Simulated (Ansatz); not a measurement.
# A failed many-body run on TiO2 (I4/m)

A first try at the G0W0 gap of TiO2 (I4/m), what the program said, and an input that works.

Program: Ansatz 0.2.0. Level of theory: G0W0 on LDA, plane waves, PAW; PAW set soft_1. Results are calculated unless marked as measured.

## Step 1: Starting point

It takes space group I4/m (No. 87, tetragonal). Conventional cell: a = 8.702 Å, b = 8.702 Å, c = 3.775 Å, α = 90.00°, β = 90.00°, γ = 90.00°. Nearest to Ti lie 6 O at 1.80 to 2.26 Å. Nearest to O lie 4 Ti at 1.95 to 2.26 Å. Nearest to O lie 2 Ti at 1.80 to 1.81 Å. Farther neighbours and most contacts between anions are not listed.

The cell and positions are those that the Materials Project relaxed with its own functionals (PBE, PBE+U or r2SCAN), kept fixed. This is not the form that TiO2 usually takes at ambient conditions.

## Step 2: First try

input.yaml

```yaml
crystal:
  lattice:
    - [-4.3507577183, 4.3507577183, 1.8875555959]
    - [4.3507577183, -4.3507577183, 1.8875555959]
    - [4.3507577183, 4.3507577183, -1.8875555959]
  atoms:
    - { symbol: Ti, position: [0.2922817, 0.00285525, 0.29513695] }
    - { symbol: Ti, position: [0.00285525, 0.7077183, 0.71057354] }
    - { symbol: Ti, position: [0.99714475, 0.2922817, 0.28942646] }
    - { symbol: Ti, position: [0.7077183, 0.99714475, 0.70486305] }
    - { symbol: O, position: [0.49886382, 0.15078472, 0.64964854] }
    - { symbol: O, position: [0.16166201, 0.8403974, 0.00205942] }
    - { symbol: O, position: [0.15078471, 0.50113618, 0.65192089] }
    - { symbol: O, position: [0.15960259, 0.16166201, 0.32126461] }
    - { symbol: O, position: [0.8403974, 0.83833799, 0.67873539] }
    - { symbol: O, position: [0.84921528, 0.49886382, 0.34807911] }
    - { symbol: O, position: [0.83833799, 0.15960259, 0.99794058] }
    - { symbol: O, position: [0.50113618, 0.84921529, 0.35035146] }
kpoints:
  mp_grid: { grid: [4, 4, 4] }
hamiltonian:
  xc: lda
  pseudopotentials: { kind: paw, azcp: { folder: soft_1 }, xc_functional: pbe }
scf:
  occupations: { method: fixed }
gw:
  n_empty_bands: 150
  ecut_chi: 10
  qp_bands: [v4, c4]
  qp_kpoints: band_edges
  screening: { model: contour_deformation }
```

Started as:

```
ansatz run input.yaml --threads 2 --pin off --max-ram 92160MiB --backend cuda --events-out ev --progress --plain --runs-dir out --devices 1 --max-vram 13GiB
```

Numbers of over 12 decimals in the logs are rounded to 6 here.

The log of the run:

```text
GPUs: using 1 of 1 available (devices: 1).
Engine: ansatz 0.2.0, x86_64-unknown-linux-gnu
Pseudopotentials: kind: paw
Pseudopotential: Ti, paw, valence charge 12, recommended cutoff 420 eV (normal), soft_1/Ti.paw.azcp
Pseudopotential: O, paw, valence charge 6, recommended cutoff 420 eV (normal), soft_1/O.paw.azcp
Functional definition: SPW92
  exchange = slater_x
  correlation = pw_c
device memory: the entry about to start is reckoned to put 2.9 GiB on a device that reports 35.7 GiB free (of which the cap on the GPU budget leaves the run 13.0 GiB)
GPU FFT provider: cuFFT
GPU libraries: cuBLAS 13.8.2, cuFFT 12.4.0, cuSOLVER 12.3.4
Crystal: 12 atoms, lattice volume = 142.919 Å³
Basis set: ecut = 420 eV, 2795 PW (Γ)
Bands: 60, of which v1, the nominal top of the filled ones, is band 48 counted from 1 (47 counted from 0)
Symmetry: 8 space group operations
Space group: I4/m (ITA 87), of the structure as read, at distance tolerance 5.2e-5 Å
k-points: 14 of 64
Non-local potential: Ti, projectors of the file, l = 0: 3, l = 1: 2, l = 2: 3, l = 3: 1
Non-local potential: O, projectors of the file, l = 0: 2, l = 1: 2, l = 2: 1
PAW form: soft (Blöchl's): semilocal exchange-correlation on the pseudo side does not see the compensation charge
PAW frozen core: Ti, regenerated for the run's functional, and the local potential with it (the file was generated under x = pbe(κ = 0.804, μ = 0.219515), c = pbe(β = 0.066725))
PAW frozen core: O, regenerated for the run's functional, and the local potential with it (the file was generated under x = pbe(κ = 0.804, μ = 0.219515), c = pbe(β = 0.066725))
PAW one-centre angular grid: Ti, 590 points (default); XC on 64 Gauss nodes
PAW one-centre angular grid: O, 110 points (default); XC on 64 Gauss nodes
Initial density: superposition of atomic densities (chi_scale 0.1, normalization cell, long waves kept (reshape's long-wave potential 0.09 eV rms))
Initial wavefunctions: pseudopotential atomic-orbital guess
GPU buffer pool allocated for 91125 grid points (all kernels)
GPU transforms: local potential and band sums: pruned to the plane-wave sphere, on 45×45×45
Functional: x = slater, c = lda
SCF iter   1: F=—  HF=-14261.271789 eV  |F-HF|=—  |Δ(HF+E_count)|=         —  Δρ=5.03e-2  dr2=4.39e0  ethr=3.10e-3  ⟨swp⟩=3.2  Hψ=2533  notcnv=0  defer=114
preconditioner: auto → Resta (q_TF=auto, 2.553 Å⁻¹)  ε∞=7.6  [insulator: Δε(μ)=1.144 eV  Ē_g=9.644 eV  n_scr=44 (ndim 8)  ℏωp=24.8 eV  f_vac=0.049  ε∞_Penn≈7.6]
SCF iter   2: F=—  HF=-14260.657959 eV  |F-HF|=—  |Δ(HF+E_count)|=   6.14e-1  Δρ=2.97e-2  dr2=1.47e0  ethr=3.10e-3  ⟨swp⟩=2.7  Hψ=1386  notcnv=0  defer=117
SCF iter   3: F=—  HF=-14260.408634 eV  |F-HF|=—  |Δ(HF+E_count)|=   2.49e-1  Δρ=2.33e-2  dr2=9.65e-1  ethr=1.53e-3  ⟨swp⟩=2.0  Hψ=1222  notcnv=0  defer=100
SCF iter   4: F=—  HF=-14260.251636 eV  |F-HF|=—  |Δ(HF+E_count)|=   1.57e-1  Δρ=6.04e-3  dr2=8.17e-2  ethr=1.01e-3  ⟨swp⟩=2.2  Hψ=1137  notcnv=0  defer=134
SCF iter   5: F=—  HF=-14260.247741 eV  |F-HF|=—  |Δ(HF+E_count)|=   3.90e-3  Δρ=5.88e-3  dr2=5.91e-2  ethr=8.51e-5  ⟨swp⟩=2.0  Hψ=1228  notcnv=0  defer=127
SCF iter   6: F=—  HF=-14260.242239 eV  |F-HF|=—  |Δ(HF+E_count)|=   5.50e-3  Δρ=1.59e-3  dr2=6.04e-3  ethr=6.15e-5  ⟨swp⟩=2.0  Hψ=1130  notcnv=0  defer=136
SCF iter   7: F=—  HF=-14260.244179 eV  |F-HF|=—  |Δ(HF+E_count)|=   1.94e-3  Δρ=4.94e-4  dr2=4.54e-4  ethr=6.29e-6  ⟨swp⟩=2.0  Hψ=1101  notcnv=0  defer=136
SCF iter   8: F=—  HF=-14260.244525 eV  |F-HF|=—  |Δ(HF+E_count)|=   3.46e-4  Δρ=2.22e-4  dr2=8.83e-5  ethr=4.73e-7  ⟨swp⟩=2.0  Hψ=1150  notcnv=0  defer=81
SCF iter   9: F=—  HF=-14260.244539 eV  |F-HF|=—  |Δ(HF+E_count)|=   1.34e-5  Δρ=3.81e-5  dr2=2.10e-6  ethr=9.20e-8  ⟨swp⟩=2.0  Hψ=1159  notcnv=0  defer=78
SCF iter  10: F=—  HF=-14260.244539 eV  |F-HF|=—  |Δ(HF+E_count)|=   3.37e-7  Δρ=1.20e-5  dr2=1.92e-7  ethr=2.19e-9  ⟨swp⟩=2.0  Hψ=1378  notcnv=0  defer=78
[...]
k-point 2: bands = [... 44 lower, 5.1951, 5.4128, 5.4469, 5.6951, 8.5795, 8.8380, 9.0492, 9.6062, ... 8 higher]
  k-point 13: bands = [... 44 lower, 5.1375, 5.2127, 5.2127, 6.3729, 9.1695, 9.1695, 9.2207, 9.4164, ... 8 higher]
--- G₀W₀: contour deformation, 6 samples at zero and on the imaginary axis and 1 off it, 64 q-points, 150 empty bands' worth ---
  eigenvalues of the whole cell's RPA ε∞ on this k-mesh (on a slab, of 1 + 4πα/V) = 6.5136, 6.6446, 6.6446; static W/v taken at q = 0 is 0.152097
  bands read: the sum over 198 bands ends inside a degenerate multiplet in 1 slot, whose members it reads at an even weight; the widest, k=13: bands 198 to 199 (counted from 1) at 1/2 each
  gw.qp_kpoints: band_edges: 14 of 14 stored k-points solved, in 1 pass; an edge of the gap read off the rows below is read off those points alone
  `?` marks the rows in doubt; gw_qp.tsv's column doubts and the gw_qp event give each row's grounds
    ik  band        ε_KS         Σx   Σc(E_QP)       V_xc       Z   E_QP_lin       E_QP  E_QP is
     0    45      5.4350   -25.7513     3.9829   -21.0295  0.7930     4.6864     4.6962  root
     0    46      5.4350   -25.7513     3.9829   -21.0295  0.7930     4.6864     4.6962  root
     0    47      5.4396   -25.6655     3.8626   -20.9715  0.7981     4.5964     4.6082  root
     0    48      5.6661   -25.1664     3.8505   -20.3567  0.7910     4.6891     4.7069  root
     0    49      7.8988   -12.6245    -4.6347   -20.5081  0.8007    11.3514    11.1477  root ?
     0    50      9.3432   -14.1253    -5.1138   -22.3172  0.7840    12.7096    12.4213  root ?
     0    51      9.3432   -14.1253    -5.1138   -22.3172  0.7840    12.7096    12.4213  root ?
     0    52      9.4066   -14.1387    -5.3729   -22.8960  0.7838    13.1785    12.7910  root ?
     1    45      5.2082   -26.5046     3.9768   -21.8016  0.7973     4.4731     4.4820  root
     1    46      5.3909   -25.4531     3.8688   -20.8570  0.7944     4.6543     4.6636  root
     1    47      5.4611   -25.7189     3.9300   -21.0519  0.7942     4.7145     4.7241  root
     1    48      5.7369   -25.3430     3.8678   -20.5872  0.7909     4.8339     4.8489  root
     1    49      8.1397   -12.8597    -4.7015   -20.7832  0.7982    11.5709    11.3617  root ?
     1    50      9.1749   -13.7902    -5.1745   -22.2983  0.7882    12.8402    12.5084  root ?
     1    51      9.1974   -13.9207    -5.1272   -22.1847  0.7854    12.6288    12.3343  root ?
     1    52      9.4540   -13.9516    -5.3467   -22.5016  0.7813    12.9970    12.6573  root ?
     2    45      5.1951   -26.4598     3.9395   -21.8532  0.7971     4.5206     4.5280  root
     2    46      5.4128   -25.1362     3.8177   -20.6460  0.7914     4.7321     4.7403  root
     2    47      5.4469   -25.8290     3.9747   -21.1280  0.7933     4.7112     4.7206  root
     2    48      5.6951   -25.1584     3.8538   -20.4952  0.7883     4.8730     4.8857  root
     2    49      8.5795   -13.3112    -4.7272   -21.0538  0.7942    11.8087    11.5949  root ?
     2    50      8.8380   -13.4476    -5.2172   -22.0334  0.7885    12.5330    12.2065  root ?
     2    51      9.0492   -13.5090    -5.1271   -21.9668  0.7897    12.6961    12.3797  root ?
     2    52      9.6062   -13.6715    -5.7210   -22.7899  0.7774    13.4378    13.0036  root ?
     3    45      5.1403   -24.8506     3.8714   -20.3194  0.7856     4.4720     4.4805  root
     3    46      5.7262   -25.7888     3.9086   -21.0736  0.7967     4.9085     4.9196  root
[...]
3    49      9.0372   -14.1410    -4.8877   -22.0669  0.7878    12.3252    12.0754  root ?
     3    50      9.2494   -13.9473    -5.1428   -22.3717  0.7877    12.8546    12.5309  root ?
[...]
12    48      6.1241   -25.5070     3.7002   -20.9807  0.7956     5.2862     5.2980  root
[...]
12    52      9.5576   -13.6540    -5.7330   -22.8179  0.7778    13.4279    12.9885  root ?
    13    45      5.1375   -26.5439     3.8390   -22.1912  0.7987     4.6197     4.6239  root
    13    46      5.2127   -25.2073     4.1739   -20.2174  0.7863     4.3831     4.3967  root
    13    47      5.2127   -25.2073     4.1739   -20.2174  0.7863     4.3831     4.3967  root
    13    48      6.3729   -25.8163     3.6754   -21.2578  0.7986     5.4767     5.4897  root
    13    49      9.1695   -13.2723    -5.4500   -22.0760  0.7839    12.8873    12.5232  root ?
    13    50      9.1695   -13.2723    -5.4500   -22.0760  0.7839    12.8873    12.5232  root ?
    13    51      9.2207   -13.7300    -4.9007   -21.6540  0.7895    12.4966    12.2440  root ?
    13    52      9.4164   -13.6432    -5.7620   -22.9470  0.7790    13.4121    12.9583  root ?
[key lines of the parts left out:]
SCF converged after 11 iterations
Free energy (F): -14260.244539 eV
Fermi energy:    6.372895 eV
```

Wall time 39 s (1 × NVIDIA H100 80GB HBM3 (shared by 6 runs) with 2 threads of AMD EPYC 7R13 (Zen 3), shared host); peak memory 1.2 GiB.

**What went wrong?**

The run ended normally, though the input holds a fault or crude settings.

The fault: screening cutoff of a few eV. Such a cutoff keeps only a few plane waves in the dielectric matrix, so local fields and the Coulomb hole are lost.

It printed a gap of 5.66 eV, which is an artefact of the settings.

## Step 3: A better input

G0W0 replaces the xc potential by the self-energy, built once from these orbitals. Only a window of levels is corrected, while the sums run over the empty bands that the input names. This step takes PAW set soft_1 files.

input.yaml, as its differences from that of step 2:

```diff
@@ -26,4 +26,4 @@
 gw:
-  n_empty_bands: 150
-  ecut_chi: 10
+  n_empty_bands: 114
+  ecut_chi: 50
   qp_bands: [v4, c4]
```

The log of the run:

```text
GPUs: using 1 of 1 available (devices: 1).
[...]
GPU FFT provider: cuFFT
GPU libraries: cuBLAS 13.8.2, cuFFT 12.4.0, cuSOLVER 12.3.4
Crystal: 12 atoms, lattice volume = 142.919 Å³
Basis set: ecut = 420 eV, 2795 PW (Γ)
Bands: 60, of which v1, the nominal top of the filled ones, is band 48 counted from 1 (47 counted from 0)
Symmetry: 8 space group operations
[...]
k-points: 14 of 64
[...]
GPU buffer pool allocated for 91125 grid points (all kernels)
[...]
SCF iter   1: F=—  HF=-14261.271789 eV  |F-HF|=—  |Δ(HF+E_count)|=         —  Δρ=5.03e-2  dr2=4.39e0  ethr=3.10e-3  ⟨swp⟩=3.2  Hψ=2533  notcnv=0  defer=114
[...]
SCF iter  11: F=-14260.244539 eV  HF=-14260.244539 eV  |F-HF|=8.04e-10  |Δ(HF+E_count)|=   3.36e-8  Δρ=3.49e-6  dr2=1.62e-8  ethr=1.04e-10  ⟨swp⟩=9.7  Hψ=2664  notcnv=0
SCF 1 converged in 11 iterations: F = -14260.244539 eV  dr2 = 1.62e-8
[...]
1    51      9.1974   -13.9207    -6.1742   -22.1847  0.7265    11.4134    11.2872  root ?
     1    52      9.4540   -13.9516    -6.4351   -22.5016  0.7208    11.7093    11.5689  root ?
[...]
2    50      8.8380   -13.4476    -6.4271   -22.0334  0.7298    11.1344    10.9967  root ?
     2    51      9.0492   -13.5090    -6.3028   -21.9668  0.7310    11.3384    11.2042  root ?
[...]
13    45      5.1375   -26.5439     4.6827   -22.1912  0.7356     5.4658     5.4676  root
    13    46      5.2127   -25.2073     5.0574   -20.2174  0.7208     5.2801     5.2803  root
    13    47      5.2127   -25.2073     5.0574   -20.2174  0.7208     5.2801     5.2803  root
    13    48      6.3729   -25.8163     4.7245   -21.2578  0.7261     6.5384     6.5388  root
    13    49      9.1695   -13.2723    -6.6483   -22.0760  0.7246    11.4713    11.3249  root ?
    13    50      9.1695   -13.2723    -6.6483   -22.0760  0.7246    11.4713    11.3249  root ?
    13    51      9.2207   -13.7300    -5.8804   -21.6540  0.7327    11.3764    11.2643  root ?
    13    52      9.4164   -13.6432    -7.0865   -22.9470  0.7150    11.8188    11.6338  root ?
[key lines of the parts left out:]
SCF converged after 11 iterations
Free energy (F): -14260.244539 eV
Fermi energy:    6.372895 eV
```

Elapsed: 16 s, on 1 × NVIDIA H100 80GB HBM3 (shared by 6 runs) with 2 threads; peak memory 1.2 GiB; 20 s of CPU time.

Numbers from this step:

* bands summed: 162
* RPA ε∞ on this mesh (eigenvalues): 6.281, 6.281, 6.307
* plane waves in the screening matrix: 111
* q-points in the mesh: 64
* G0W0 gap on the mesh: 3.432 eV
* k of the valence top: -0.5, -0.5, -0.5
* k of the conduction bottom: 0, 0, 0
* starting gap on the mesh: 1.526 eV
* Z at the valence top: 0.7261
* Z at the conduction bottom: 0.7490
* least direct G0W0 gap on the computed points: 4.232 eV

The gap on the mesh goes from 1.53 eV to 3.43 eV, a correction of +1.91 eV. Between the two edge states, bare exchange in place of the xc potential would open the gap by 12.44 eV, and correlation takes back 10.54 eV.

## Step 4: Outcome

| Property | Result |
| --- | --- |
| first try | converged after 39 s |
| better run | G0W0 gap on the mesh 3.43 eV (4×4×4 mesh, 114 empty bands, screening to 50 eV, PAW set soft_1 files) |

What this shows: The second run differs in: empty bands and screening cutoff (eV). Bands and cutoff are finite, so the gap is not at the basis limit. The miss can reach some tenths of an eV and take either sign; the mesh is an error of its own.

[Paths, hosts, dates, memory and timing lines, banners, echoed tables and standing remarks are left out of the program output.]

[Logs are printed without paths, hosts, clocks, repeated set-up lines and the standing remarks that a program may print on its own settings, such as how far it seeks lower states.]

[Runs of the session that timed out or met a known fault of the program may be left out.]

[Cells called generated may have been cut or substituted from an entry of the Crystallography Open Database or the Materials Project.]

[Hosts, paths, dates, database ids (printed as entryN), source tags and the programs' standing remarks are cut or masked in the printed files.]
